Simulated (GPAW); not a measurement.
# SiCCl2 (chair-type functionalised monolayer): G0W0 with GPAW, start to end

How does a plane-wave GW calculation on SiCCl2 (chair-type functionalised monolayer) run from the first input to the gap?

Method: LDA and many-body steps on it, plane waves, in GPAW 26.7.0.

Report form: the programs' logs are mostly left out.

### 1. The structure

The cell holds 4 atoms: 1 C, 1 Si and 2 Cl. Cell: a = 2.958 Å, b = 2.958 Å, c = 15.300 Å, α = 90.0°, β = 90.0°, γ = 120.0°. Vacuum lies along c.

The start is a generated structure, not a measured one.

### 2. Relaxation

This step: GPAW 26.7.0; DFT, LDA, plane waves, PAW.

A relaxation at this level of theory: leftover forces would pass straight into the levels.

run.py

```python
import json
import numpy as np
from gpaw.mpi import world
from ase import Atoms
from ase.constraints import FixSymmetry
from ase.filters import FrechetCellFilter
from ase.optimize import BFGS
from gpaw import GPAW, PW, FermiDirac

atoms = Atoms(['C', 'Si', 'Cl', 'Cl'],
    cell=[[2.9581795000, 0.0000000000, 0.0000000000],
      [-1.4790897500, 2.5618585960, 0.0000000000],
      [0.0000000000, 0.0000000000, 15.3000000000]],
    scaled_positions=[[0.3333333333, 0.6666666667, 0.5292592592],
      [0.6666666667, 0.3333333333, 0.4897930284],
      [0.3333333333, 0.6666666667, 0.6420108932],
      [0.6666666667, 0.3333333333, 0.3579891068]],
    pbc=(True, True, False))
atoms.set_constraint(FixSymmetry(atoms))
atoms.calc = GPAW(mode=PW(700),
    xc='LDA',
    kpts={'size': (9, 9, 1), 'gamma': True},
    occupations=FermiDirac(0.02),
    convergence={'density': 1e-5},
    txt='relax.txt')
steps = []
opt = BFGS(FrechetCellFilter(atoms, mask=[1, 1, 0, 0, 0, 1]), logfile='bfgs.log')
opt.attach(lambda: steps.append([atoms.get_potential_energy(), atoms.cell[:], atoms.positions.copy(), atoms.get_forces()]))
converged = opt.run(fmax=0.03, steps=50)
res = {'converged': bool(converged), 'steps': steps, 'cell': atoms.cell[:], 'frac': atoms.get_scaled_positions()}

if world.rank == 0:
    with open('result.json', 'w') as f:
        json.dump(res, f, default=lambda x: x.tolist())
```

Command:

```bash
$ mpirun -n 4 gpaw python run.py
```

Wall time 53 s (4 MPI ranks of Arm Neoverse V1, shared host); peak memory 1.1 GiB.

Step by step:

| step | energy less that of the first step (eV) | largest force (eV/Å) |
| --- | --- | --- |
| 1 | 0.0000 | 1.5344 |
| 2 | -0.2173 | 0.6730 |
| 3 | -0.7099 | 0.8886 |
| 4 | -0.7948 | 0.9695 |
| 5 | -0.8232 | 0.6949 |
| 6 | -0.8355 | 0.2997 |
| 7 | -0.8391 | 0.2143 |
| 8 | -0.8405 | 0.1613 |
| 9 | -0.8412 | 0.0733 |
| 10 | -0.8413 | 0.0169 |

The atoms that moved most (Å):

| atom | dx | dy | dz | length |
| --- | --- | --- | --- | --- |
| C1 | 0.000 | 0.000 | -0.045 | 0.045 |
| Cl3 | 0.000 | 0.000 | 0.040 | 0.040 |
| Si2 | 0.000 | 0.000 | 0.009 | 0.009 |

The relaxed structure:

```xyz
4
Lattice="3.2066 0.0000 0.0000 -1.6033 2.7770 0.0000 0.0000 0.0000 15.3000" Properties=species:S:1:pos:R:3
C     0.0000    1.8513    8.0525
Si    1.6033    0.9257    7.5029
Cl    0.0000    1.8513    9.8627
Cl    1.6033    0.9257    5.4734
```

### 3. Ground state

The ground-state density comes first.

run.py

```python
import json
import numpy as np
from gpaw.mpi import world
from ase import Atoms
from gpaw import GPAW, PW, FermiDirac

atoms = Atoms(['C', 'Si', 'Cl', 'Cl'],
    cell=[[3.2065681493, 0.0000000000, 0.0000000000],
      [-1.6032840747, 2.7769694763, 0.0000000000],
      [0.0000000000, 0.0000000000, 15.3000000000]],
    scaled_positions=[[0.3333333333, 0.6666666667, 0.5263052280],
      [0.6666666667, 0.3333333333, 0.4903882692],
      [0.3333333333, 0.6666666667, 0.6446223214],
      [0.6666666667, 0.3333333333, 0.3577365702]],
    pbc=(True, True, False))
calc = GPAW(mode=PW(600),
    xc='LDA',
    kpts={'size': (12, 12, 1), 'gamma': True},
    occupations=FermiDirac(0.001),
    nbands=-8,
    convergence={'density': 1e-6, 'bands': -3},
    maxiter=100,
    txt='gs.txt')
atoms.calc = calc
res = {'energy': atoms.get_potential_energy()}
kpts = calc.get_ibz_k_points()
res['kpts'] = kpts
res['eigenvalues'] = [calc.get_eigenvalues(kpt=k) for k in range(len(kpts))]
res['n_electrons'] = calc.get_number_of_electrons()
calc.write('gs.gpw')

if world.rank == 0:
    with open('result.json', 'w') as f:
        json.dump(res, f, default=lambda x: x.tolist())
```

Command:

```bash
$ mpirun -n 4 gpaw python run.py
```

Wall time 11 s (4 MPI ranks); peak memory 0.79 GiB; 42 s of CPU time.

Numbers from this step:

```yaml
total_energy: -21.77 eV
gap: 2.093 eV
k_of_the_valence_top: 0, 0, 0
k_of_the_conduction_bottom: 0, 0, 0
least_direct_gap: 2.093 eV
```

The gap is direct, at Γ.

### 4. Bands along the symmetry lines

The cheap functional maps the bands first; the places of the edges decide which points the dearer methods must see.

run.py

```python
import json
import numpy as np
from gpaw.mpi import world
from gpaw import GPAW

path = [[0.000000, 0.000000, 0.000000],
    [0.062500, 0.000000, 0.000000],
    [0.125000, 0.000000, 0.000000],
    [0.187500, 0.000000, 0.000000],
    [0.250000, 0.000000, 0.000000],
    [0.312500, 0.000000, 0.000000],
    [0.375000, 0.000000, 0.000000],
    [0.437500, 0.000000, 0.000000],
    [0.500000, 0.000000, 0.000000],
    [0.479167, 0.041667, 0.000000],
    [0.458333, 0.083333, 0.000000],
    [0.437500, 0.125000, 0.000000],
    [0.416667, 0.166667, 0.000000],
    [0.395833, 0.208333, 0.000000],
    [0.375000, 0.250000, 0.000000],
    [0.354167, 0.291667, 0.000000],
    [0.333333, 0.333333, 0.000000],
    [0.291667, 0.291667, 0.000000],
    [0.250000, 0.250000, 0.000000],
    [0.208333, 0.208333, 0.000000],
    [0.166667, 0.166667, 0.000000],
    [0.125000, 0.125000, 0.000000],
    [0.083333, 0.083333, 0.000000],
    [0.041667, 0.041667, 0.000000],
    [0.000000, 0.000000, 0.000000]]
calc = GPAW('gs.gpw').fixed_density(kpts=path,
    symmetry='off',
    nbands=21,
    convergence={'bands': 17},
    txt='bands.txt')
res = {}
kpts = calc.get_ibz_k_points()
res['kpts'] = kpts
res['eigenvalues'] = [calc.get_eigenvalues(kpt=k) for k in range(len(kpts))]
res['n_electrons'] = calc.get_number_of_electrons()

if world.rank == 0:
    with open('result.json', 'w') as f:
        json.dump(res, f, default=lambda x: x.tolist())
```

Command:

```bash
$ mpirun -n 4 gpaw python run.py
```

The job ended after 15 s (4 MPI ranks; peak memory 0.88 GiB).

This step gave:

```
gap                        : 2.093 eV
k of the valence top       : 0, 0, 0
k of the conduction bottom : 0, 0, 0
least direct gap           : 2.093 eV
```

The gap is 2.093 eV, as in the run before at this level.

The electronic bands at the labelled points (eV, zero at the top of the highest filled band):

| point | band 8 | band 9 | band 10 | band 11 | band 12 | band 13 | band 14 | band 15 |
| --- | --- | --- | --- | --- | --- | --- | --- | --- |
| Γ | -1.25 | -1.25 | 0.00 | 0.00 | 2.09 | 3.24 | 4.85 | 5.66 |
| halfway | -3.09 | -2.09 | -1.69 | -0.46 | 2.76 | 3.59 | 5.24 | 6.32 |
| M | -4.16 | -3.52 | -2.08 | -0.85 | 2.19 | 3.57 | 4.75 | 6.53 |
| halfway | -4.11 | -3.40 | -2.72 | -1.66 | 3.61 | 3.93 | 5.16 | 6.24 |
| K | -4.14 | -3.46 | -2.78 | -2.72 | 3.92 | 4.75 | 5.34 | 7.14 |
| halfway | -3.20 | -2.56 | -1.84 | -0.95 | 3.13 | 4.61 | 5.17 | 5.56 |
| Γ | -1.25 | -1.25 | 0.00 | 0.00 | 2.09 | 3.24 | 4.85 | 5.66 |

### 5. Empty states on the mesh, 9×9×1 mesh, 231 bands

The sums over transitions need many empty states on a uniform mesh; this step solves for them.

run.py

```python
import json
import numpy as np
from gpaw.mpi import world
from gpaw import GPAW

calc = GPAW('gs.gpw').fixed_density(kpts={'size': (9, 9, 1), 'gamma': True},
    nbands=269,
    convergence={'bands': 231},
    txt='nscf.txt')
calc.write('full.gpw', mode='all')
res = {}
kpts = calc.get_ibz_k_points()
res['kpts'] = kpts
res['eigenvalues'] = [calc.get_eigenvalues(kpt=k) for k in range(len(kpts))]
res['n_electrons'] = calc.get_number_of_electrons()

if world.rank == 0:
    with open('result.json', 'w') as f:
        json.dump(res, f, default=lambda x: x.tolist())
```

Command:

```bash
$ mpirun -n 4 gpaw python run.py
```

The job ended after 2.4 min (4 MPI ranks; peak memory 1.3 GiB; 9.6 min of CPU time).

Numbers from this step:

| Property | Result |
| --- | --- |
| gap | 2.093 eV |
| k of the valence top | 0, 0, 0 |
| k of the conduction bottom | 0, 0, 0 |
| least direct gap | 2.093 eV |
| k points computed | 12 |
| lowest point of the top converged band, above the valence top | 76.7648 eV |

On this mesh the gap is 2.093 eV.

### 6. Screening and self-energy, 9×9×1 mesh, 102 bands, screening to 48 eV

Now the one-shot GW correction: screening in the RPA, then the self-energy of the levels asked for.

This step: G0W0 on LDA, plane waves, PAW.

run.py

```python
import json
import numpy as np
from gpaw.mpi import world
from gpaw.response.g0w0 import G0W0

gw = G0W0('full.gpw',
    filename='gw',
    kpts=[0],
    bands=(9, 13),
    ecut=48,
    nbands=102,
    truncation='2D',
    integrate_gamma='sphere',
    q0_correction=True,
    frequencies={'type': 'nonlinear', 'domega0': 0.15, 'omega2': 15.0},
    eta=0.1,
    nblocksmax=True)
gw.calculate()
res = {mode: {k: v for k, v in r.items() if k != 'sigma_eskwn'}
       for mode, r in gw.all_results.items()}

if world.rank == 0:
    with open('result.json', 'w') as f:
        json.dump(res, f, default=lambda x: x.tolist())
```

Command:

```bash
$ mpirun -n 4 gpaw python run.py
```

Elapsed: 1.8 min, on 4 MPI ranks; peak memory 2.1 GiB.

Numbers from this step:

- G0W0 gap on the points computed: 4.582 eV
- least direct G0W0 gap on the computed points: 4.582 eV
- Z at the valence top: 0.8058
- Z at the conduction bottom: 0.8271
- starting gap on the mesh: 2.093 eV
- k of the valence top: 0, 0, 0
- k of the conduction bottom: 0, 0, 0

The gap on the mesh goes from 2.09 eV to 4.58 eV, a correction of +2.49 eV.

Limits: finite bands, cutoff and mesh. v1 is the top filled band, c1 the lowest empty one. The levels before and after the correction (eV, zero at the valence-band top of each column):

|  | conduction bottom | valence top |
| --- | --- | --- |
| Kohn-Sham | 2.09 | 0.00 |
| G0W0 | 4.58 | 0.00 |

|  | level | energy (eV) |
| --- | --- | --- |
| Kohn-Sham | Γ v2-v1 | 0.000 |
| Kohn-Sham | Γ c1 | 2.093 |
| Kohn-Sham | Γ c2 | 3.239 |
| G0W0 | Γ v2-v1 | 0.000 |
| G0W0 | Γ c1 | 4.582 |
| G0W0 | Γ c2 | 5.689 |

### 7. Where the time went

Times are wall times on 4 MPI ranks of Arm Neoverse V1, shared host, good to a factor of about two.

| step | time | share | memory (GiB) |
| --- | --- | --- | --- |
| relaxation | 53 s | 16 % | 1.1 |
| ground state | 11 s | 3 % | 0.79 |
| bands along the symmetry lines | 15 s | 5 % | 0.88 |
| empty states on the mesh | 2.4 min | 43 % | 1.3 |
| screening and self-energy | 1.8 min | 33 % | 2.1 |

### 8. Summary of results

* LDA gap: 2.09 eV, direct
* G0W0 gap on the mesh: 4.58 eV
* GW settings: 9×9×1 mesh, 102 bands, screening to 48 eV, full frequency, Hilbert transform
* known limits: not at the basis limit

In words: G0W0 moves the gap on the mesh from 2.09 eV to 4.58 eV (+2.49 eV), with Z of 0.81 and 0.83 at the edges. Only 1 of the mesh's irreducible points was corrected, so a valley elsewhere could overtake. Bands and cutoff are finite, so the gap is not at the basis limit. The miss can reach some tenths of an eV and take either sign; the mesh is an error of its own. These stock PAW sets were not made for GW. In the G0W0 run levels were corrected at 1 k point alone, so a gap called «on the mesh» is the least over those, and an edge elsewhere would be missed.

[Paths, hosts, dates, memory and timing lines, banners, echoed tables and standing remarks are left out of the program output.]

[Logs are printed without paths, hosts, clocks, repeated set-up lines and the standing remarks that a program may print on its own settings, such as how far it seeks lower states.]

[Runs of the session that timed out or met a known fault of the program may be left out.]

[Hosts, paths, dates, database ids (printed as entryN), source tags and the programs' standing remarks are cut or masked in the printed files.]
